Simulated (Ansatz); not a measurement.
**linear Na chain under tension and compression**

Wanted: energy, moment and open channels of the linear Na chain from 12 % compression to 30 % stretch.

Calculated with Ansatz 0.2.0; DFT PBE, plane waves, PAW; relaxation of a chain's period, in the first sound run; inputs show where later runs differ.

## Step 1: Starting point

The cell holds 1 atom: 1 Na. Its edges and angles: a = 7.500 Å, b = 7.500 Å, c = 3.088 Å, α = 90.0°, β = 90.0°, γ = 90.0°. Vacuum lies along a and b. The structure's axis is c.

## Step 2: The relaxed wire

Band widths follow the bond lengths, so the chain is relaxed first. The atoms and the third cell vector are free; the box across stays fixed as vacuum. Moments are seeded so that a magnetic state can form if it lies lower. A Fermi-Dirac smearing is set since the result may be a metal. The pressure printed is a third of the stress's trace over the whole box, vacuum included; only the stress along the axis is relaxed.

Input file input.yaml:

```yaml
crystal:
  lattice:
    - [7.5, 0.0, 0.0]
    - [0.0, 7.5, 0.0]
    - [0.0, 0.0, 3.0876]
  atoms:
    - { symbol: Na, position: [0.5, 0.5, 0.0], spin: 0.5 }
magnetization:
  spin_polarized: true
kpoints:
  mp_grid: { grid: [1, 1, 26] }
scf:
  occupations: { method: fermi_dirac, width: 0.05 }
hamiltonian:
  xc: pbe
relax:
  cell: { fix: [a, b, alpha, beta, gamma] }
  max_steps: 60
```

On the command line:

```bash
$ ansatz run input.yaml --threads 4 --pin off --max-ram 8192MiB --backend cpu --events-out ev --progress --plain --runs-dir out
```

Numbers of over 12 decimals in the logs are rounded to 6 here.

The program printed:

```text
Engine: ansatz 0.2.0, x86_64-unknown-linux-gnu
Pseudopotentials: kind: paw
Pseudopotential: Na, paw, valence charge 9, recommended cutoff 420 eV (normal), Na.paw.azcp
Functional definition: PBE
  parameter kappa = 0.804
  parameter beta = 0.066725
  exchange = pbe_x(kappa = kappa, mu = beta*pi^2/3)
  correlation = pbe_c(beta = beta)
Crystal: 1 atoms, lattice volume = 173.678 Å³
Basis set: ecut = 420 eV, 3395 PW (Γ), exchange–correlation on 108×108×48 points (8 copies of the dense FFT grid, shifted against one another)
Bands: 9, of which v1, the nominal top of the filled ones, is band 5 counted from 1 (4 counted from 0)
Symmetry: 16 space group operations
Space group: P4/mmm (ITA 123), of the structure as read, at distance tolerance 5.6e-5 Å
Magnetic group: BNS 123.339 (UNI 999), of the structure as read, at distance tolerance 5.6e-5 Å
k-points: 14 of 26
Non-local potential: Na, projectors of the file, l = 0: 3, l = 1: 2, l = 2: 1
PAW form: soft (Blöchl's): semilocal exchange-correlation on the pseudo side does not see the compensation charge
PAW one-centre angular grid: Na, 110 points (default); XC on 64 Gauss nodes
Initial density: superposition of atomic densities (neutral atoms: chi_scale 0, normalization atom)
Starting moments: Σ|m| = 0.5 μB on 1 of 1 site
Initial wavefunctions: pseudopotential atomic-orbital guess
Functional: x = pbe(κ = 0.804, μ = 0.219515), c = pbe(β = 0.066725)
iter 1 solved again at ethr=1.01e-4 eV; its pass at ethr=3.10e-3 eV (dr2=9.09e-3 eV) is discarded
SCF iter   1: F=—  HF=-1485.818323 eV  |F-HF|=—  |Δ(HF+E_count)|=         —  Δρ=1.68e-2 (↑1.68e-2 ↓1.58e-2)  dr2=9.38e-3  dr2_m=4.23e-1  M=0.015 μB ∫|m|=0.032 μB  β_m=0.30  ethr=1.01e-4  ⟨swp⟩=1.1  Hψ=2021  notcnv=0
preconditioner: auto → none  [insulator: Δε(μ)=0.205 eV  Ē_g=4.126 eV  σ=0.050 eV  W_gap=0.77  n_scr=8 (ndim 8)  ℏωp=2.8 eV  f_vac=0.529  D(μ)=0.36/eV (n_scr^D=0)  ε∞_Penn≈1.5]
SCF iter   2: F=—  HF=-1485.868448 eV  |F-HF|=—  |Δ(HF+E_count)|=   5.01e-2  Δρ=1.18e-2 (↑1.18e-2 ↓1.14e-2)  dr2=4.63e-3  dr2_m=2.14e-1  M=0.011 μB ∫|m|=0.023 μB  β_m=0.30  ethr=1.01e-4  ⟨swp⟩=2.5  Hψ=379  notcnv=0
SCF iter   3: F=—  HF=-1485.895738 eV  |F-HF|=—  |Δ(HF+E_count)|=   2.73e-2  Δρ=8.40e-3 (↑8.12e-3 ↓8.40e-3)  dr2=1.22e-4  dr2_m=1.09e-1  M=0.007 μB ∫|m|=0.017 μB  β_m=0.30  ethr=5.15e-5  ⟨swp⟩=2.0  Hψ=433  notcnv=0
SCF iter   4: F=—  HF=-1485.907957 eV  |F-HF|=—  |Δ(HF+E_count)|=   1.22e-2  Δρ=5.91e-3 (↑5.87e-3 ↓5.91e-3)  dr2=7.17e-6  dr2_m=5.52e-2  M=0.005 μB ∫|m|=0.012 μB  β_m=0.30  ethr=1.36e-6  ⟨swp⟩=2.0  Hψ=366  notcnv=0
SCF iter   5: F=—  HF=-1485.914122 eV  |F-HF|=—  |Δ(HF+E_count)|=   6.16e-3  Δρ=4.20e-3 (↑4.20e-3 ↓4.19e-3)  dr2=1.98e-6  dr2_m=2.80e-2  M=0.004 μB ∫|m|=0.009 μB  β_m=0.30  ethr=7.96e-8  ⟨swp⟩=2.0  Hψ=381  notcnv=0
SCF iter   6: F=—  HF=-1485.917242 eV  |F-HF|=—  |Δ(HF+E_count)|=   3.12e-3  Δρ=2.99e-3 (↑2.99e-3 ↓2.99e-3)  dr2=1.74e-8  dr2_m=1.43e-2  M=0.003 μB ∫|m|=0.007 μB  β_m=0.30  ethr=2.20e-8  ⟨swp⟩=2.2  Hψ=386  notcnv=0
Mixer restart at iter 6: flushing history
spin-set hold released at iteration 6 (site moments contracting): the magnetisation degrees of freedom join the quasi-Newton model from the next iteration; the mixer history was flushed
SCF iter   7: F=—  HF=-1485.918821 eV  |F-HF|=—  |Δ(HF+E_count)|=   1.58e-3  Δρ=2.14e-3 (↑2.14e-3 ↓2.14e-3)  dr2=7.90e-9  dr2_m=7.26e-3  M=0.002 μB ∫|m|=0.005 μB  β_m=0.65  ethr=1.93e-10  ⟨swp⟩=3.0  Hψ=507  notcnv=0
SCF iter   8: F=—  HF=-1485.920456 eV  |F-HF|=—  |Δ(HF+E_count)|=   1.63e-3  Δρ=2.37e-5 (↑2.37e-5 ↓2.34e-5)  dr2=2.82e-9  dr2_m=8.82e-7  M=0.000 μB ∫|m|=0.000 μB  β_m=0.82  ethr=8.77e-11  ⟨swp⟩=4.7  Hψ=636  notcnv=0
SCF iter   9: F=—  HF=-1485.920457 eV  |F-HF|=—  |Δ(HF+E_count)|=   9.61e-7  Δρ=5.74e-6 (↑5.31e-6 ↓5.74e-6)  dr2=6.62e-10  dr2_m=4.84e-8  M=0.000 μB ∫|m|=0.000 μB  β_m=0.91  ethr=3.14e-11  ⟨swp⟩=3.6  Hψ=637  notcnv=0
SCF iter  10: F=—  HF=-1485.920457 eV  |F-HF|=—  |Δ(HF+E_count)|=   1.40e-7  Δρ=7.40e-7 (↑7.40e-7 ↓6.20e-7)  dr2=1.13e-9  dr2_m=1.64e-10  M=0.000 μB ∫|m|=0.000 μB  β_m=0.77  ethr=7.36e-12  ⟨swp⟩=3.5  Hψ=632  notcnv=0
SCF iter  11: F=—  HF=-1485.920457 eV  |F-HF|=—  |Δ(HF+E_count)|=  4.64e-10  Δρ=2.40e-7 (↑2.31e-7 ↓2.40e-7)  dr2=3.98e-12  dr2_m=8.65e-11  M=0.000 μB ∫|m|=0.000 μB  β_m=0.88  ethr=7.36e-12  ⟨swp⟩=3.0  Hψ=592  notcnv=0
SCF iter  12: F=-1485.920457 eV  HF=-1485.920457 eV  |F-HF|=2.34e-11  |Δ(HF+E_count)|=   1.72e-9  Δρ=2.16e-8 (↑2.06e-8 ↓2.16e-8)  dr2=8.97e-15  dr2_m=7.04e-13  M=0.000 μB ∫|m|=0.000 μB  ethr=1.00e-12  ⟨swp⟩=2.5  Hψ=506  notcnv=0
WARN: the starting moments were not kept: the SCF closed with an absolute magnetisation of 1.1e-6 μB, where they sum to 0.5 μB in size (1 site). That is at most 0.1 of that sum. Measured as dr2_m measures the in/out step, that magnetisation stands 1.2e-13 eV from none, at or under the dr2_threshold of 1.0e-7 eV: it is no larger than a step whose dr2_m would equal this threshold. The system may hold no moment; this SC [...]
SCF 1 converged in 12 iterations: F = -1485.920457 eV  dr2 = 8.97e-15
  greatest PAW one-centre occupation: 0.999 electrons in one spin orbital (limit 2), on the Na atom at site 0 (counted from 0), in its partial waves of l = 0
relax step   1: F+E_penalty+E_count = -1485.92045711 eV  Δ(F+E_penalty+E_count) = +0.000e0 eV  max|allowed force component| = 0.000e0 eV/Å  Δτ_max = 0.0000 Å  P = -0.059 GPa  Ω = 173.678 Å³  fix = [a, b, alpha, beta, gamma]  reactions: a -0.377, b -0.377 GPa  (12 SCF iters, dr2 threshold 1.00e-7 eV, accepted)
Crystal: 1 atoms, lattice volume = 175.344 Å³
Basis set: ecut = 420 eV, 3435 PW (Γ), exchange–correlation on 108×108×48 points (8 copies of the dense FFT grid, shifted against one another)
Initial density: handed on by an earlier stage of this run
Starting moments: Σ|m| = 0.5 μB on 1 of 1 site; this step starts from the density that it was given
Initial wavefunctions: those handed on with the density
iter 1 solved again at ethr=8.76e-8 eV; its pass at ethr=3.10e-3 eV (dr2=7.88e-6 eV) is discarded
SCF iter   1: F=—  HF=-1485.926026 eV  |F-HF|=—  |Δ(HF+E_count)|=         —  Δρ=1.51e-4 (↑1.51e-4 ↓1.38e-4)  dr2=5.59e-6  dr2_m=3.31e-5  M=-0.000 μB ∫|m|=0.001 μB  β_m=0.30  ethr=8.76e-8  ⟨swp⟩=3.2  Hψ=2247  notcnv=0
preconditioner: auto → none  [insulator: Δε(μ)=0.297 eV  Ē_g=4.081 eV  σ=0.050 eV  W_gap=0.90  n_scr=8 (ndim 8)  ℏωp=2.8 eV  f_vac=0.553  D(μ)=0.28/eV (n_scr^D=0)  ε∞_Penn≈1.5]
[...]
preconditioner: auto → none  [insulator: Δε(μ)=0.256 eV  Ē_g=3.830 eV  σ=0.050 eV  W_gap=0.86  n_scr=8 (ndim 8)  ℏωp=2.7 eV  f_vac=0.540  D(μ)=0.41/eV (n_scr^D=0)  ε∞_Penn≈1.5]
SCF iter   2: F=—  HF=-1485.939561 eV  |F-HF|=—  |Δ(HF+E_count)|=   9.25e-4  Δρ=7.61e-5 (↑7.61e-5 ↓7.61e-5)  dr2=1.10e-5  dr2_m=7.88e-13  M=-0.000 μB ∫|m|=0.000 μB  β_m=0.34  ethr=2.02e-6  ⟨swp⟩=1.9  Hψ=358  notcnv=0
SCF iter   3: F=—  HF=-1485.942366 eV  |F-HF|=—  |Δ(HF+E_count)|=   2.80e-3  Δρ=4.71e-5 (↑4.71e-5 ↓4.71e-5)  dr2=1.10e-5  dr2_m=3.70e-13  M=-0.000 μB ∫|m|=0.000 μB  β_m=0.49  ethr=1.22e-7  ⟨swp⟩=2.4  Hψ=372  notcnv=0
SCF iter   4: F=—  HF=-1485.945034 eV  |F-HF|=—  |Δ(HF+E_count)|=   2.67e-3  Δρ=2.66e-5 (↑2.66e-5 ↓2.66e-5)  dr2=1.48e-5  dr2_m=1.64e-13  M=-0.000 μB ∫|m|=0.000 μB  β_m=0.75  ethr=1.22e-7  ⟨swp⟩=2.3  Hψ=368  notcnv=0
SCF iter   5: F=—  HF=-1485.946833 eV  |F-HF|=—  |Δ(HF+E_count)|=   1.80e-3  Δρ=1.03e-5 (↑1.03e-5 ↓1.03e-5)  dr2=5.85e-6  dr2_m=3.93e-14  M=-0.000 μB ∫|m|=0.000 μB  β_m=0.87  ethr=1.22e-7  ⟨swp⟩=2.1  Hψ=364  notcnv=0
SCF iter   6: F=—  HF=-1485.947087 eV  |F-HF|=—  |Δ(HF+E_count)|=   2.54e-4  Δρ=4.48e-6 (↑4.48e-6 ↓4.48e-6)  dr2=1.43e-6  dr2_m=3.30e-14  M=-0.000 μB ∫|m|=0.000 μB  β_m=0.82  ethr=6.50e-8  ⟨swp⟩=1.9  Hψ=332  notcnv=0
SCF iter   7: F=—  HF=-1485.947092 eV  |F-HF|=—  |Δ(HF+E_count)|=   5.22e-6  Δρ=2.52e-6 (↑2.52e-6 ↓2.52e-6)  dr2=4.33e-7  dr2_m=1.58e-15  M=-0.000 μB ∫|m|=0.000 μB  β_m=0.91  ethr=1.59e-8  ⟨swp⟩=1.6  Hψ=270  notcnv=0
SCF iter   8: F=—  HF=-1485.947093 eV  |F-HF|=—  |Δ(HF+E_count)|=   7.48e-7  Δρ=9.18e-7 (↑9.18e-7 ↓9.16e-7)  dr2=4.24e-8  dr2_m=6.70e-15  M=-0.000 μB ∫|m|=0.000 μB  β_m=0.95  ethr=4.81e-9  ⟨swp⟩=1.6  Hψ=270  notcnv=0
SCF iter   9: F=—  HF=-1485.947093 eV  |F-HF|=—  |Δ(HF+E_count)|=   1.31e-7  Δρ=2.79e-7 (↑2.79e-7 ↓2.78e-7)  dr2=5.79e-9  dr2_m=3.15e-15  M=-0.000 μB ∫|m|=0.000 μB  β_m=0.98  ethr=4.71e-10  ⟨swp⟩=1.7  Hψ=272  notcnv=0
SCF iter  10: F=—  HF=-1485.947093 eV  |F-HF|=—  |Δ(HF+E_count)|=   2.83e-8  Δρ=1.67e-7 (↑1.67e-7 ↓1.67e-7)  dr2=2.01e-9  dr2_m=1.38e-15  M=-0.000 μB ∫|m|=0.000 μB  β_m=0.99  ethr=6.44e-11  ⟨swp⟩=1.6  Hψ=270  notcnv=0
SCF iter  11: F=—  HF=-1485.947093 eV  |F-HF|=—  |Δ(HF+E_count)|=   2.86e-9  Δρ=1.34e-8 (↑1.34e-8 ↓1.34e-8)  dr2=1.50e-11  dr2_m=6.06e-18  M=-0.000 μB ∫|m|=0.000 μB  β_m=0.93  ethr=2.23e-11  ⟨swp⟩=1.6  Hψ=270  notcnv=0
SCF iter  12: F=—  HF=-1485.947181 eV  |F-HF|=—  |Δ(HF+E_count)|=   8.81e-5  Δρ=3.36e-7 (↑3.36e-7 ↓3.36e-7)  dr2=3.71e-9  dr2_m=2.67e-19  M=-0.000 μB ∫|m|=0.000 μB  β_m=0.93  ethr=1.00e-12  ⟨swp⟩=6.8  Hψ=927  notcnv=0
SCF iter  13: F=—  HF=-1485.947181 eV  |F-HF|=—  |Δ(HF+E_count)|=  7.94e-10  Δρ=3.34e-7 (↑3.34e-7 ↓3.34e-7)  dr2=3.69e-9  dr2_m=8.07e-19  M=-0.000 μB ∫|m|=0.000 μB  β_m=0.60  ethr=1.00e-12  ⟨swp⟩=1.5  Hψ=266  notcnv=0
SCF iter  14: F=—  HF=-1485.947181 eV  |F-HF|=—  |Δ(HF+E_count)|=   4.57e-9  Δρ=3.28e-7 (↑3.28e-7 ↓3.28e-7)  dr2=3.57e-9  dr2_m=3.90e-17  M=-0.000 μB ∫|m|=0.000 μB  β_m=0.39  ethr=1.00e-12  ⟨swp⟩=1.6  Hψ=270  notcnv=0
SCF iter  15: F=—  HF=-1485.947181 eV  |F-HF|=—  |Δ(HF+E_count)|=   5.91e-9  Δρ=3.37e-7 (↑3.37e-7 ↓3.37e-7)  dr2=3.79e-9  dr2_m=3.05e-17  M=-0.000 μB ∫|m|=0.000 μB  β_m=0.21  ethr=1.00e-12  ⟨swp⟩=1.6  Hψ=270  notcnv=0
SCF iter  16: F=—  HF=-1485.947181 eV  |F-HF|=—  |Δ(HF+E_count)|=   5.86e-8  Δρ=2.13e-7 (↑2.13e-7 ↓2.13e-7)  dr2=1.51e-9  dr2_m=1.59e-15  M=-0.000 μB ∫|m|=0.000 μB  β_m=0.25  ethr=1.00e-12  ⟨swp⟩=2.3  Hψ=288  notcnv=0
SCF iter  17: F=—  HF=-1485.947181 eV  |F-HF|=—  |Δ(HF+E_count)|=   1.14e-8  Δρ=1.77e-7 (↑1.77e-7 ↓1.77e-7)  dr2=1.03e-9  dr2_m=1.87e-15  M=-0.000 μB ∫|m|=0.000 μB  β_m=0.36  ethr=1.00e-12  ⟨swp⟩=1.9  Hψ=276  notcnv=0
SCF iter  18: F=—  HF=-1485.947181 eV  |F-HF|=—  |Δ(HF+E_count)|=   1.99e-8  Δρ=8.97e-8 (↑8.97e-8 ↓8.97e-8)  dr2=2.57e-10  dr2_m=2.11e-15  M=-0.000 μB ∫|m|=0.000 μB  β_m=0.68  ethr=1.00e-12  ⟨swp⟩=2.1  Hψ=282  notcnv=0
SCF iter  19: F=-1485.947181 eV  HF=-1485.947181 eV  |F-HF|=1.24e-10  |Δ(HF+E_count)|=   7.00e-9  Δρ=7.26e-9 (↑7.20e-9 ↓7.26e-9)  dr2=6.22e-13  dr2_m=5.07e-16  M=-0.000 μB ∫|m|=0.000 μB  ethr=1.00e-12  ⟨swp⟩=3.4  Hψ=910  notcnv=0
the starting moments were not kept: the SCF closed with an absolute magnetisation of 3.7e-9 μB, where they sum to 0.5 μB in size (1 site). That is at most 0.1 of that sum. Measured as dr2_m measures the in/out step, that magnetisation stands 7.7e-18 eV from none, at or under the dr2_threshold of 1.0e-11 eV: it is no larger than a step whose dr2_m would equal this threshold.
The SCF converged. Along the directions that its mixing steps explored, a Ritz value of the dielectric operator 1 − χ₀K read negative at each of the last 4 readings (its real part and the size of its imaginary part sum to between -16 and -0.040).
SCF 6 converged in 19 iterations: F = -1485.947181 eV  dr2 = 6.22e-13
relax step   6: F+E_penalty+E_count = -1485.94718147 eV  Δ(F+E_penalty+E_count) = -2.376e-4 eV  max|allowed force component| = 0.000e0 eV/Å  Δτ_max = 0.0000 Å  P = -0.236 GPa  Ω = 189.541 Å³  fix = [a, b, alpha, beta, gamma]  reactions: a -0.359, b -0.359 GPa  stress off target by 1.18e-2 GPa on what of the cell is left free  SCF on the basis re-selected at this cell (its energy is not comparable with the rows above)  (19 SCF iters)
basis re-selected at this cell: Δ(F+E_penalty+E_count) = -2.376e-4 eV, ΔP = +0.004 GPa vs the last step (what re-selecting the basis moved, of the pressure what is left beyond the Pulay correction that the steps carried, after the strain that the cell walked since its last selection, with what the two solves' SCF thresholds leave and, on support functions, any second-order correction that the steps lacked; it is no measure of the basis error at this ecutwfc). This SCF's stress stands 1.18e-2 GPa from its target on what of the cell is left free (relax.cell.stress_tol is 5.00e-2 GPa) and its largest allowed force component is 0.00e0 eV/Å (relax.f_tol is 1.00e-2 eV/Å): [rest of the remark cut]
SCF converged after 19 iterations
Magnetization: -0.0000 μB (4.5000 up, 4.5000 down)
Absolute magnetization: 0.0000 μB (∫|ρ↑−ρ↓|, with the PAW one-centre terms)
Spin contamination: 0.0000 ħ² per cell (⟨S²⟩ above its minimum at these occupations)
Per-site moments (μB) at R_I (Å): [(-1.5779699654825248e-10, 1.389965)]
Free energy (F): -1485.947181 eV
Harris-Foulkes:  -1485.947181 eV  (|F-HF|=1.24e-10)
Internal energy: -1485.943128 eV  (E = F + TS)
E sigma→0 (E₀):  -1485.945155 eV
Entropy (-TS):   -0.004054 eV (-4.054 meV/atom)
Fermi energy:    -2.214251 eV
--- Per-component energies (eV) ---
  E_band       = -279.715656
  E_kinetic    = 119.350082
  E_local      = -1979.769390  (includes V_loc(G=0)·N_el)
  E_nonlocal   = 115.023983
  E_hartree    = 776.922704
  E_xc         = -37.435591
  E_vxc        = -48.057184  (∫ρ·V_xc dr)
  E_paw        = -263.225140  (= ΣΔE_a)
  E_vpaw       = -40.108540  (= ΣTr[D̂ρ^β])
  E_aug_tail   = -0.000032  (compensation charges beyond the density's cutoff)
  E_ewald      = -216.809744
  E_smearing   = -0.004054  (= −TS)
  E_closure    = 0.000000  (closes the sum)
  Σ components = -1485.947181   (vs F -1485.947181, Δ=0.00e0)
--- Forces (eV/Å), atoms counted from 1 ---
  atom   1  Na     0.00000000     0.00000000     0.00000000
  max |Σ_I F_I| component: 1.26e-29 eV/Å
--- Stress (GPa, compression-positive) ---
       -0.359217       0.000000       0.000000
        0.000000      -0.359217       0.000000
        0.000000       0.000000       0.011793
  P = ⅓ Tr σ = -0.2355 GPa (-2.355 kbar)
--- Relaxed structure (5 steps of the walk, 5 accepted, 1 SCFs on fresh bases) ---
  F+E_penalty+E_count = -1485.94718147 eV   max|allowed force component| = 0.000e0 eV/Å   (the final SCF, on the basis selected at the relaxed cell)
  cell:  # Å, volume = 189.5407 Å³
    - [7.5, 0.0, 0.0]
    - [0.0, 7.5, 0.0]
    - [0.0, 0.0, 3.369613]
  atoms:
    - { symbol: Na, position: [0.5, 0.5, 0.0] }
```

It took 9.1 s on 4 threads of Intel Xeon 6975P-C (Granite Rapids), shared host; peak memory 0.44 GiB; 17 s of CPU time.

The steps of the relaxation:

| step | energy less that of the first step (eV) | largest force component (eV/Å) | pressure (GPa) | volume (Å³) |
| --- | --- | --- | --- | --- |
| 1 | 0.0000 | 0.0000 | -0.06 | 173.68 |
| 2 | -0.0056 | 0.0000 | -0.08 | 175.34 |
| 3 | -0.0233 | 0.0000 | -0.18 | 183.81 |
| 4 | -0.0264 | 0.0000 | -0.23 | 188.57 |
| 5 | -0.0265 | 0.0000 | -0.24 | 189.54 |
| 6* | -0.0267 | 0.0000 | -0.24 | 189.54 |

Relaxation steps marked * repeat the geometry before them on a plane-wave basis chosen anew for their cell, so energy and pressure can jump there.

```csv
cell as run,before,after,change
c (Å),3.088,3.370,+9.1 %
```

The relaxed structure:

```xyz
1
Lattice="7.5000 0.0000 0.0000 0.0000 7.5000 0.0000 0.0000 0.0000 3.3696" Properties=species:S:1:pos:R:3
Na    3.7500    3.7500    0.0000
```

Numbers from this step:

```yaml
energy_at_zero_smearing: -1485.9452 eV
cell_length_along_the_wire: 3.370 Å
```

The cell's length comes to 3.370 Å with no moment.

## Step 3: At a set period, period over the relaxed period 0.88, k-mesh 1×1×27

This step: DFT PBE, plane waves, PAW; channels and complex bands of a perfect chain (Ansatz 0.2.0).

The period is set to 0.88 times the relaxed one: shorter bonds widen the bands.

The cell differs from the one that the last finished run ended in (c 3.370 → 2.965 Å).

input.yaml, the sections that differ from step 2:

```yaml
crystal:
  lattice:
    - [7.5, 0.0, 0.0]
    - [0.0, 7.5, 0.0]
    - [0.0, 0.0, 2.9652596354]
  atoms:
    - { symbol: Na, position: [0.5, 0.5, 0.0], spin: 0.5 }
kpoints:
  mp_grid: { grid: [1, 1, 27] }
output:
  transmission:
    e_range: [-2, 2]
    de: 0.035
    kmesh: [1, 1]
    reduced_basis: true
    leads: [[0, 0]]
  stress: true
# magnetization, scf, hamiltonian: as in step 2
# relax: removed
```

The program printed:

```text
[...]
Crystal: 1 atoms, lattice volume = 166.796 Å³
Basis set: ecut = 420 eV, 3265 PW (Γ)
Bands: 9, of which v1, the nominal top of the filled ones, is band 5 counted from 1 (4 counted from 0)
Symmetry: 16 space group operations
[...]
k-points: 14 of 27
[...]
Starting moments: Σ|m| = 0.5 μB on 1 of 1 site
[...]
SCF iter  12: F=-1485.887428 eV  HF=-1485.887428 eV  |F-HF|=1.32e-10  |Δ(HF+E_count)|=   5.24e-9  Δρ=2.38e-8 (↑2.34e-8 ↓2.38e-8)  dr2=4.81e-15  dr2_m=8.52e-13  M=-0.000 μB ∫|m|=0.000 μB  ethr=8.31e-12  ⟨swp⟩=3.9  Hψ=908  notcnv=0
SCF 1 converged in 12 iterations: F = -1485.887428 eV  dr2 = 4.81e-15
[...]
transmission: 8 of 48 steps passed
transmission: 12 of 48 steps passed
[...]
transmission: 48 of 48 steps passed
SCF converged after 12 iterations
Magnetization: -0.0000 μB (4.5000 up, 4.5000 down)
Absolute magnetization: 0.0000 μB (∫|ρ↑−ρ↓|, with the PAW one-centre terms)
[...]
Per-site moments (μB) at R_I (Å): [(-4.220562952966429e-7, 1.223170)]
Free energy (F): -1485.887428 eV
[...]
Internal energy: -1485.882906 eV  (E = F + TS)
E sigma→0 (E₀):  -1485.885167 eV
Entropy (-TS):   -0.004522 eV (-4.522 meV/atom)
Fermi energy:    -2.027841 eV
[...]
--- Stress (GPa, compression-positive) ---
       -0.386963       0.000000       0.000000
        0.000000      -0.386963       0.000000
        0.000000       0.000000       0.933448
  P = ⅓ Tr σ = 0.0532 GPa (0.532 kbar)
--- Band table (eV; the first three rows and the last of 28) ---
[...]
--- Transmission ---
  basis      : 497 plane waves across, 4 finite elements along
  points     : 1, standing for a mesh of 1 x 1
  filling    : by the input's occupations and mesh, since the crystals that have channels conduct as metals do. If one of these is a semiconductor, that mesh has misplaced its level
  energies   : 115 from -2.000000 to 1.990000 eV about the Fermi level, 0.035000 eV apart; the leads are filled to 0.000000 eV, and channels, transmission and decay are at -0.005000 eV
  crystal 0  : Na1, at the sites [0, 0], period 2.9653 Å: whole cells are its period
    offset         : up to 0.0000 Å between an atom of the period and one for which it stands
    filled         : 26.9 meV over the level at which it is neutral
    channels       : 1.000000e0 up, 1.000000e0 down
    conductance    : 1.3774e14 S/m² at 300 K; may be off by some 0.0 % by where its bands' edges are placed, 0.0 % from the distance to neutral
```

Run time: 16 s. Hardware: 4 threads; peak memory 0.42 GiB; 31 s of CPU time.

The column dr2 measures how far the density is from self-consistency, as an energy; F and HF (Harris–Foulkes) agree once it is small.

Numbers from this step:

| Quantity | Value |
| --- | --- |
| energy at zero smearing | -1485.8852 eV |
| channels at the energy nearest the Fermi level, spin up | 1 |
| channels at the energy nearest the Fermi level, spin down | 1 |
| conductance of the lead as this run defines it | 1.0000 G₀ |
| band gap | 0 eV |

Open channels of the lead against energy, zero at the Fermi level:

| energy (eV) | spin up | spin down |
| --- | --- | --- |
| -2.00 | 0 | 0 |
| -1.90 | 0 | 0 |
| -1.79 | 0 | 0 |
| -1.69 | 0 | 0 |
| -1.58 | 0 | 0 |
| -1.48 | 0 | 0 |
| -1.37 | 0 | 0 |
| -1.23 | 0 | 0 |
| -1.12 | 0 | 0 |
| -1.02 | 1 | 1 |
| -0.92 | 1 | 1 |
| -0.81 | 1 | 1 |
| -0.70 | 1 | 1 |
| -0.60 | 1 | 1 |
| -0.49 | 1 | 1 |
| -0.39 | 1 | 1 |
| -0.28 | 1 | 1 |
| -0.18 | 1 | 1 |
| -0.07 | 1 | 1 |
| -0.01 | 1 | 1 |
| 0.07 | 1 | 1 |
| 0.17 | 1 | 1 |
| 0.28 | 1 | 1 |
| 0.38 | 1 | 1 |
| 0.48 | 1 | 1 |
| 0.59 | 1 | 1 |
| 0.69 | 1 | 1 |
| 0.80 | 1 | 1 |
| 0.91 | 1 | 1 |
| 1.01 | 1 | 1 |
| 1.11 | 1 | 1 |
| 1.22 | 1 | 1 |
| 1.36 | 1 | 1 |
| 1.47 | 1 | 1 |
| 1.57 | 1 | 1 |
| 1.68 | 1 | 1 |
| 1.78 | 1 | 1 |
| 1.89 | 1 | 1 |
| 1.99 | 3 | 3 |

At the computed energy nearest the Fermi level there are 1 spin-up and 1 spin-down channels, and the thermal average gives 1.000 G₀.

[end of part 1 of 2]

[Logs are printed without paths, hosts, clocks, repeated set-up lines and the standing remarks that a program may print on its own settings, such as how far it seeks lower states.]

[Hosts, paths, dates, database ids (printed as entryN), source tags and the programs' standing remarks are cut or masked in the printed files.]
